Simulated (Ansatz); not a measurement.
# Quasiparticle gap of Li3SI (antiperovskite) (Pm-3m), part 2 of 2

Aim: the quasiparticle gap of Li3SI (antiperovskite) (Pm-3m), starting from PBE.

Ansatz 0.2.0; PBE, then G0W0 on it, plane waves, PAW. Known limits of the many-body steps: finite bands, screening cutoff and k mesh; no spin-orbit coupling in G0W0; screening cutoff under 40 eV in some runs.

So far. Step 3 (Bands along the symmetry lines): Over mesh and path the gap is 3.515 eV, direct, at k = (0.500, 0.500, 0.000). The relaxed cell has a = 4.737 Å (conventional setting).

The structure was built from a prototype and need not be the compound's stable phase.

In doubt: masses and optical values from hybrid runs of this build are listed as unsure (in some of the runs), which bears on the screening that GW takes from such a start.

## Step 4: One-shot GW

G0W0 replaces the xc potential by a self-energy built once from the orbitals of the start. Levels are corrected in the window of bands that the input names, at points of the mesh.

This step: G0W0 on PBE, plane waves, PAW.

Input file input.yaml:

```yaml
crystal:
  lattice:
    - [4.7368166536, 0.0, 0.0]
    - [0.0, 4.7368166536, 0.0]
    - [0.0, 0.0, 4.7368166536]
  atoms:
    - { symbol: I, position: [0.0, 0.0, 0.0] }
    - { symbol: S, position: [0.5, 0.5, 0.5] }
    - { symbol: Li, position: [0.5, 0.5, 0.0] }
    - { symbol: Li, position: [0.5, 0.0, 0.5] }
    - { symbol: Li, position: [0.0, 0.5, 0.5] }
kpoints:
  mp_grid: { grid: [4, 4, 4] }
hamiltonian:
  xc: pbe
scf:
  occupations: { method: fixed }
gw:
  n_empty_bands: 317
  ecut_chi: 120.0
  qp_bands: [v2, c2]
  qp_kpoints: band_edges
  screening: { model: contour_deformation }
```

The run is started by

```sh
> ansatz run input.yaml --threads 4 --pin off --max-ram 17510MiB --backend cpu --events-out ev --progress --plain --runs-dir out
```

Numbers of over 12 decimals in the logs are rounded to 6 here.

Log:

```text
[...]
Crystal: 5 atoms, lattice volume = 106.282 Å³
Basis set: ecut = 420 eV, 2103 PW (Γ)
Bands: 21, of which v1, the nominal top of the filled ones, is band 16 counted from 1 (15 counted from 0)
Symmetry: 48 space group operations
[...]
k-points: 10 of 64
[...]
SCF iter   1: F=—  HF=-9035.230083 eV  |F-HF|=—  |Δ(HF+E_count)|=         —  Δρ=5.03e-4  dr2=2.27e-4  ethr=1.77e-3  ⟨swp⟩=5.4  Hψ=912  notcnv=0  defer=24
[...]
SCF iter   6: F=-9035.228906 eV  HF=-9035.228906 eV  |F-HF|=7.09e-9  |Δ(HF+E_count)|=   6.22e-8  Δρ=2.38e-6  dr2=7.42e-9  ethr=3.13e-10  ⟨swp⟩=10.0  Hψ=959  notcnv=0
SCF 1 converged in 6 iterations: F = -9035.228906 eV  dr2 = 7.42e-9
[...]
G₀W₀ screening: q 1/10
[... further progress lines ...]
SCF converged after 6 iterations
Free energy (F): -9035.228906 eV
[...]
Internal energy: -9035.228906 eV  (E = F + TS)
E sigma→0 (E₀):  -9035.228906 eV
Fermi energy:    3.020158 eV
[...]
--- Band table (eV; the first three rows and the last of 10) ---
  k-point 0: bands = [... 12 lower, 0.9294, 2.7988, 2.7988, 2.7988, 6.7466, 7.7681, 7.7681, 11.3686, ... 1 higher]
  k-point 1: bands = [... 12 lower, 1.1790, 2.1602, 2.5189, 2.5189, 7.6731, 7.8664, 8.9159, 10.0987, ... 1 higher]
  k-point 2: bands = [... 12 lower, 1.7452, 1.7452, 1.9130, 1.9130, 7.9866, 8.7365, 10.1041, 10.1041, ... 1 higher]
  k-point 9: bands = [... 12 lower, 0.8936, 1.8094, 1.8094, 1.8094, 9.7189, 9.7189, 9.7189, 10.1704, ... 1 higher]
--- G₀W₀: contour deformation, 6 samples at zero and on the imaginary axis and 1 off it, 64 q-points, 317 empty bands' worth ---
  eigenvalues of the whole cell's RPA ε∞ on this k-mesh (on a slab, of 1 + 4πα/V) = 3.8567, 3.8567, 3.8567; static W/v taken at q = 0 is 0.259290
  bands read: the sum over 333 bands ends inside a degenerate multiplet in 1 slot, whose members it reads at an even weight; the widest, k=0: bands 333 to 334 (counted from 1) at 1/2 each
  gw.qp_kpoints: band_edges: 5 of 10 stored k-points solved, in 1 pass; an edge of the gap read off the rows below is read off those points alone
    valence top: of the k-points left out ik 1 came nearest to being solved in a further pass, in band 15 (counted from 1, as in the quasiparticle table): it holds the edge there only if its correction is more favourable than any solved in that band by at least 0.501 eV; those differ by 0.047 eV
    conduction bottom: of the k-points left out ik 1 came nearest to being solved in a further pass, in band 17 (counted from 1, as in the quasiparticle table): it holds the edge there only if its correction is more favourable than any solved in that band by at least 1.137 eV; those differ by 0.078 eV
    ik  band        ε_KS         Σx   Σc(E_QP)       V_xc       Z   E_QP_lin       E_QP  E_QP is
     0    15      2.7988   -17.6369     1.8577   -14.6169  0.7723     1.6159     1.6365  root
     0    16      2.7988   -17.6369     1.8577   -14.6169  0.7723     1.6159     1.6365  root
     0    17      6.7466    -5.7480    -3.5188    -9.6349  0.8130     7.1162     7.1147  root
     0    18      7.7681    -3.9169    -3.4549    -7.7036  0.8114     8.1012     8.0999  root
     3    15      2.3782   -17.2871     1.9666   -14.1116  0.7695     1.1451     1.1692  root
     3    16      2.8752   -17.6467     1.8856   -14.5992  0.7710     1.6929     1.7134  root
     3    17      7.4125    -4.6156    -3.5181    -8.5242  0.8106     7.8048     7.8029  root
     3    18      8.8018    -5.1689    -3.7477    -9.3479  0.8004     9.2358     9.2331  root
     4    15      2.4787   -17.2201     2.0477   -13.9733  0.7657     1.2558     1.2797  root
     4    16      2.6536   -17.2018     1.8759   -14.1463  0.7711     1.4523     1.4740  root
     4    17      7.2923    -4.5954    -3.4485    -8.4329  0.8109     7.6831     7.6813  root
     4    18      8.6989    -5.0358    -3.7202    -9.2079  0.8020     9.1535     9.1507  root
     5    15      3.0202   -17.7963     1.8744   -14.7599  0.7712     1.8382     1.8582  root
     5    16      3.0202   -17.7963     1.8744   -14.7599  0.7712     1.8382     1.8582  root
     5    17      6.5352    -4.0249    -3.3565    -7.7500  0.8175     6.9052     6.9038  root
     5    18      7.9839    -4.8099    -3.5786    -8.7956  0.8082     8.3931     8.3910  root
     7    15      2.5591   -17.3933     2.0574   -14.1375  0.7656     1.3373     1.3608  root
     7    16      2.7750   -17.5698     1.8984   -14.4860  0.7710     1.5680     1.5896  root
     7    17      7.7352    -4.2354    -3.5751    -8.2570  0.8109     8.1842     8.1817  root
     7    18      8.2260    -4.2075    -3.6059    -8.2535  0.8088     8.6685     8.6661  root
```

The job ended after 44 s (4 threads of Arm Neoverse V2, shared host; peak memory 1.1 GiB).

Numbers from this step:

* bands summed: 333
* RPA ε∞ on this mesh (eigenvalues): 3.857, 3.857, 3.857
* plane waves in the screening matrix: 305
* q-points in the mesh: 64
* G0W0 gap over the corrected points: 5.046 eV
* k of the valence top: 0, -0.5, -0.5
* k of the conduction bottom: 0, -0.5, -0.5
* starting gap on the mesh: 3.515 eV
* Z at the valence top: 0.7712
* Z at the conduction bottom: 0.8175
* least direct G0W0 gap over the corrected points: 5.046 eV

Over 5 of 10 irreducible mesh points the G0W0 gap is 5.046 eV, direct, at k = (0.000, -0.500, -0.500). The PBE gap of this run on the mesh is 3.515 eV. The two states that bound the G0W0 gap lie that far apart at the start, so the correction of the gap is 5.046 − 3.515 = +1.531 eV. The start of this run differs from the step before in mesh (6×6×6 and 4×4×4).

Labels follow the order of the start: v1 is the top filled band, c1 the lowest empty one; levels that stay degenerate share a row, the window can cut a multiplet, doubted levels are not marked in this list, bands outside the window were not corrected, and the list may be a part of the corrected levels. The levels before and after the correction (eV, zero at the valence-band top of each column):

|  | conduction bottom | valence top |
| --- | --- | --- |
| Kohn-Sham | 3.52 | 0.00 |
| G0W0 | 5.05 | 0.00 |

|  | level | occupation | energy (eV) |
| --- | --- | --- | --- |
| Kohn-Sham | (0 -0.5 -0.5) v2-v1 | 2 | 0.000 |
| Kohn-Sham | (0 -0.5 -0.5) c1 | 0 | 3.515 |
| Kohn-Sham | (0 -0.5 -0.5) c2 | 0 | 4.964 |
| G0W0 | (0 -0.5 -0.5) v2-v1 | 2 | 0.000 |
| G0W0 | (0 -0.5 -0.5) c1 | 0 | 5.046 |
| G0W0 | (0 -0.5 -0.5) c2 | 0 | 6.533 |

The parts of the quasiparticle energy for the two states that bound the G0W0 gap, in eV on the run's own scale (QP = start + Σx + Σc − Vxc, with Σc at the quasiparticle energy):

| edge | k | band | start | Σx | Σc | Vxc | Z | QP |
| --- | --- | --- | --- | --- | --- | --- | --- | --- |
| valence top | (0.000, -0.500, -0.500) | 15 | 3.020 | −17.796 | 1.874 | −14.760 | 0.771 | 1.858 |
| conduction bottom | (0.000, -0.500, -0.500) | 17 | 6.535 | −4.025 | −3.357 | −7.750 | 0.818 | 6.904 |

## Step 5: Spin-orbit coupling in PBE

This run has two-component orbitals with spin-orbit coupling.

This step: DFT, PBE with spin-orbit coupling, plane waves, PAW.

input.yaml, the sections that differ from step 4:

```yaml
kpoints:
  mp_grid: { grid: [6, 6, 6] }
  band_path:
    path: [[0.0, 0.0, 0.0], [0.0, 0.5, 0.0], [0.5, 0.5, 0.0], [0.5, 0.5, 0.5]]
    npoints: 1
scf:
  occupations: { method: fixed }
  n_extra_bands: 10
magnetization:
  noncollinear: true
  spin_orbit: true
output:
  eigenvalues: true
  forces: true
  stress: true
# crystal, hamiltonian: as in step 4
# gw: removed
```

Log:

```text
[...]
non-collinear run that drives no moment, with spin-orbit: no starting moment large enough to seed its density (crystal.atoms[].spin), no starting occupations that ask for one, no magnetisation constraint and no magnetic field, so the semilocal B_xc is pinned to zero
Crystal: 5 atoms, lattice volume = 106.282 Å³
Basis set: ecut = 420 eV, 2103 PW (Γ), exchange–correlation on 64×64×64 points (8 copies of the dense FFT grid, shifted against one another)
Bands: 42, of which v1, the nominal top of the filled ones, is band 32 counted from 1 (31 counted from 0)
Symmetry: 48 space group operations + 48 with time reversal
[...]
k-points: 20 of 216
Projection manifold: j_resolved (fully-relativistic pseudo-atomic orbitals)
[...]
SCF iter   1: F=—  HF=-9039.698327 eV  |F-HF|=—  |Δ(HF+E_count)|=         —  Δρ=3.69e-2  dr2=4.01e0  dr2_m=0.00e0 (ungated)  ethr=3.10e-3  |M|=0.00e0 ∫|m|=0.00e0 μB  |m|>n=0.0e0 m-floor=0.0e0 τ_xc=0.0e0  β_m=0.30  ⟨swp⟩=7.8  Hψ=1752  notcnv=0  defer=106
[...]
spin=Noncollinear: Resta preconditioning applied to the charge; magnetization (m_x, m_y, m_z) channels mix plain (no charge-response kernel on spin).
SCF iter   2: F=—  HF=-9038.815074 eV  |F-HF|=—  |Δ(HF+E_count)|=   8.83e-1  Δρ=2.38e-2  dr2=1.59e0  dr2_m=0.00e0 (ungated)  ethr=3.10e-3  |M|=0.00e0 ∫|m|=0.00e0 μB  |m|>n=0.0e0 m-floor=0.0e0 τ_xc=0.0e0  β_m=0.54  ⟨swp⟩=3.4  Hψ=704  notcnv=0  defer=110
[...]
SCF iter   8: F=-9038.267227 eV  HF=-9038.267226 eV  |F-HF|=7.99e-8  |Δ(HF+E_count)|=   1.23e-6  Δρ=6.62e-6  dr2=3.15e-8  dr2_m=0.00e0 (ungated)  ethr=3.13e-10  |M|=0.00e0 ∫|m|=0.00e0 μB  |m|>n=0.0e0 m-floor=0.0e0 τ_xc=0.0e0  ⟨swp⟩=17.2  Hψ=3206  notcnv=0
SCF 1 converged in 8 iterations: F = -9038.267227 eV  dr2 = 3.15e-8
[...]
SCF converged after 8 iterations
Magnetization: |M| = 0.0000 μB,  M = (+0.0000, +0.0000, +0.0000) μB
Absolute magnetization: 0.0000 μB (∫|m|)
  site 0: m = (+0.0000, +0.0000, +0.0000) μB, |m| = 0.0000 μB  (R = 1.38 Å)
  site 1: m = (+0.0000, +0.0000, +0.0000) μB, |m| = 0.0000 μB  (R = 0.98 Å)
  site 2: m = (+0.0000, +0.0000, +0.0000) μB, |m| = 0.0000 μB  (R = 0.98 Å)
  site 3: m = (+0.0000, +0.0000, +0.0000) μB, |m| = 0.0000 μB  (R = 0.98 Å)
  site 4: m = (+0.0000, +0.0000, +0.0000) μB, |m| = 0.0000 μB  (R = 0.98 Å)
Free energy (F): -9038.267227 eV
[...]
Internal energy: -9038.267227 eV  (E = F + TS)
E sigma→0 (E₀):  -9038.267227 eV
Fermi energy:    3.132085 eV
[...]
--- Stress (GPa, compression-positive) ---
        0.016021      -0.000000       0.000000
        0.000000       0.016021       0.000000
        0.000000       0.000000       0.016021
  P = ⅓ Tr σ = 0.0160 GPa (0.160 kbar)
--- Band table (eV; the first three rows and the last of 20) ---
  k-point 0: bands = [... 28 lower, 3.0077, 3.0077, 3.0077, 3.0077, 6.7469, 6.7469, 7.7661, 7.7661, ... 6 higher]
  k-point 1: bands = [... 28 lower, 2.7199, 2.7199, 2.8794, 2.8794, 7.2319, 7.2319, 7.8131, 7.8131, ... 6 higher]
  k-point 2: bands = [... 28 lower, 2.2388, 2.2388, 2.5308, 2.5308, 7.9211, 7.9211, 8.1420, 8.1420, ... 6 higher]
  k-point 19: bands = [... 28 lower, 1.8278, 1.8278, 1.8278, 1.8278, 9.3421, 9.3421, 9.8966, 9.8966, ... 6 higher]
```

It took 6.3 s on 4 threads; peak memory 0.72 GiB.

This step gave:

```yaml
pressure: 0.01602 GPa
gap: 3.402 eV
valence_top_at: M
conduction_bottom_at: M
least_direct_gap: 3.402 eV
```

Over mesh and listed points the gap is 3.402 eV, direct, at k = (0.500, 0.500, 0.000). PBE+SOC against PBE: 3.402 − 3.515 = −0.113 eV, with the same mesh, set of files (read in its fully relativistic form for the spin-orbit run) and cutoff, and both edges at the same k points. The spin-orbit run sees mesh and listed points alone, so its gap is an upper bound: the coupling can move an edge off these points, and the change over the zone, its sign included where it is small, is not known.

## Step 6: The runs together

Each gap is the least one over the points named; times are wall times on shared hosts, not benchmarks. A G0W0 time includes the run's own self-consistent start. Runs with listed points see these and the mesh alone, so an edge that moves elsewhere is missed. Rows marked * are further runs, not shown as steps, whose inputs differ from the G0W0 step on the same start in the columns given; solver thresholds can differ too. Symmetry makes (0.500, 0.500, 0.000) and (0.000, -0.500, -0.500) one point.

| level | mesh | files, cutoff | bands summed, screening | points | gap (eV) | valence top | conduction bottom | least direct gap (eV) | time |
| --- | --- | --- | --- | --- | --- | --- | --- | --- | --- |
| PBE | 6×6×6 | soft_2 PAW, 420 eV | - | mesh and path | 3.515 | (0.500, 0.500, 0.000) | (0.500, 0.500, 0.000) | 3.515 | 1.6 s |
| PBE+SOC | 6×6×6 | soft_2 PAW, 420 eV | - | mesh and listed points | 3.402 | (0.500, 0.500, 0.000) | (0.500, 0.500, 0.000) | 3.402 | 6.3 s |
| G0W0@PBE* | 4×4×4 | soft_2 PAW, 420 eV | 68, 36 eV | 5 of 10 irreducible mesh points | 4.713 | (0.000, -0.500, -0.500) | (0.000, -0.500, -0.500) | 4.713 | 5.3 s |
| G0W0@PBE* | 4×4×4 | soft_2 PAW, 420 eV | 163, 72 eV | 5 of 10 irreducible mesh points | 4.885 | (0.000, -0.500, -0.500) | (0.000, -0.500, -0.500) | 4.885 | 12 s |
| G0W0@PBE | 4×4×4 | soft_2 PAW, 420 eV | 333, 120 eV | 5 of 10 irreducible mesh points | 5.046 | (0.000, -0.500, -0.500) | (0.000, -0.500, -0.500) | 5.046 | 44 s |
| G0W0@PBE* | 2×2×2 | soft_2 PAW, 420 eV | 163, 72 eV | all 4 irreducible mesh points | 4.708 | (0.000, -0.500, -0.500) | (0.000, -0.500, -0.500) | 4.708 | 2.6 s |
| G0W0@PBE* | 4×4×4 | soft_2 PAW, 420 eV | 333, 120 eV, plasmon pole | 5 of 10 irreducible mesh points | 5.041 | (0.000, -0.500, -0.500) | (0.000, -0.500, -0.500) | 5.041 | 56 s |

## Step 7: Results

```json
{
  "PBE gap over mesh and path": "3.515 eV, direct, at k = (0.500, 0.500, 0.000)",
  "G0W0@PBE gap over 5 of 10 irreducible mesh points": "5.046 eV, direct, at k = (0.000, -0.500, -0.500)",
  "PBE+SOC gap over mesh and listed points": "3.402 eV",
  "GW settings": "4×4×4 mesh, 317 empty bands, screening to 120 eV",
  "known limits": "finite bands, screening cutoff and k mesh; no spin-orbit coupling in G0W0; screening cutoff under 40 eV in some runs"
}
```

**Reading.** Over 5 of 10 irreducible mesh points the G0W0 gap is 5.046 eV, direct, at k = (0.000, -0.500, -0.500). The PBE gap of this run on the mesh is 3.515 eV. The two states that bound the G0W0 gap lie that far apart at the start, so the correction of the gap is 5.046 − 3.515 = +1.531 eV. The valence state moves by 1.858 − 3.020 = −1.162 eV and the conduction state by 6.904 − 6.535 = +0.369 eV, on the run's own scale; with 68 bands the edge states move by −0.557 and +0.641 eV, so the split between the edges depends on the bands and cutoff. Both edges that PBE shows over mesh and path lie at k points where levels were corrected. Levels at other points were not corrected, so a lower G0W0 gap elsewhere in the zone is not ruled out. From 68 bands and 36 eV to 333 bands and 120 eV the gap moves by 5.046 − 4.713 = +0.333 eV (rung by rung 4.713, 4.885, 5.046 eV); bands and screening cutoff rise together, so their parts are not told apart. A line in one over the bands through the two highest rungs gives 5.046 + (5.046 − 4.885) × 163 / (333 − 163) = 5.200 eV, and through the pair below 4.885 + (4.885 − 4.713) × 68 / (163 − 68) = 5.008 eV. The two differ by 0.192 eV, not under the 0.030 eV asked, so the law does not hold well over these rungs and the limit is not known. With the 2×2×2 mesh in place of the 4×4×4 mesh and all else as in the G0W0@PBE row with 163 bands, the gap differs by 4.708 − 4.885 = −0.177 eV, and that of the start by 3.520 − 3.515 = +0.005 eV. With the plasmon pole model in place of the contour deformation model and all else as in the G0W0@PBE row with 333 bands, the gap differs by 5.041 − 5.046 = −0.005 eV. G0W0 on other starts in this series, not shown as steps and not all at these settings: 5.536 eV on HSE06 (4×4×4, soft_2 PAW, 333 bands, 120 eV) and 4.957 eV on LDA (4×4×4, soft_2 PAW, 333 bands, 120 eV). PBE+SOC against PBE: 3.402 − 3.515 = −0.113 eV, with the same mesh, set of files (read in its fully relativistic form for the spin-orbit run) and cutoff, and both edges at the same k points. The spin-orbit run sees mesh and listed points alone, so its gap is an upper bound: the coupling can move an edge off these points, and the change over the zone, its sign included where it is small, is not known. What spin-orbit coupling does to the G0W0 levels was not computed, so no sum with the G0W0 gap is formed. The G0W0 runs are scalar-relativistic. G0W0@PBE runs of this series with other atomic data on the same mesh, not shown as steps, give 5.108 eV (hard PAW, 780 eV, 486 bands, screening to 156 eV); where bands and cutoffs differ too, the part of the files is not isolated. A screening cutoff under 40 eV is crude: G0W0@PBE with 68 bands at 36 eV.

[Paths, hosts, dates, memory and timing lines, banners, echoed tables and standing remarks are left out of the program output.]

[Logs are printed without paths, hosts, clocks, repeated set-up lines and the standing remarks that a program may print on its own settings, such as how far it seeks lower states.]

[Runs of the session that timed out or met a known fault of the program may be left out.]

[Cells called generated may have been cut or substituted from an entry of the Crystallography Open Database or the Materials Project.]

[Hosts, paths, dates, database ids (printed as entryN), source tags and the programs' standing remarks are cut or masked in the printed files.]

[Where an RPA ε∞ is given, it is that of the G0W0 mesh and is not shown converged in it. Names of k-points follow the symmetry that the program found, which can be lower than the space group named. Band edges on a path are those of the sampled points; other points can move an edge, and change direct to indirect where valleys lie close.]

[Hybrid gaps are those of their k-mesh and are not shown converged in it.]
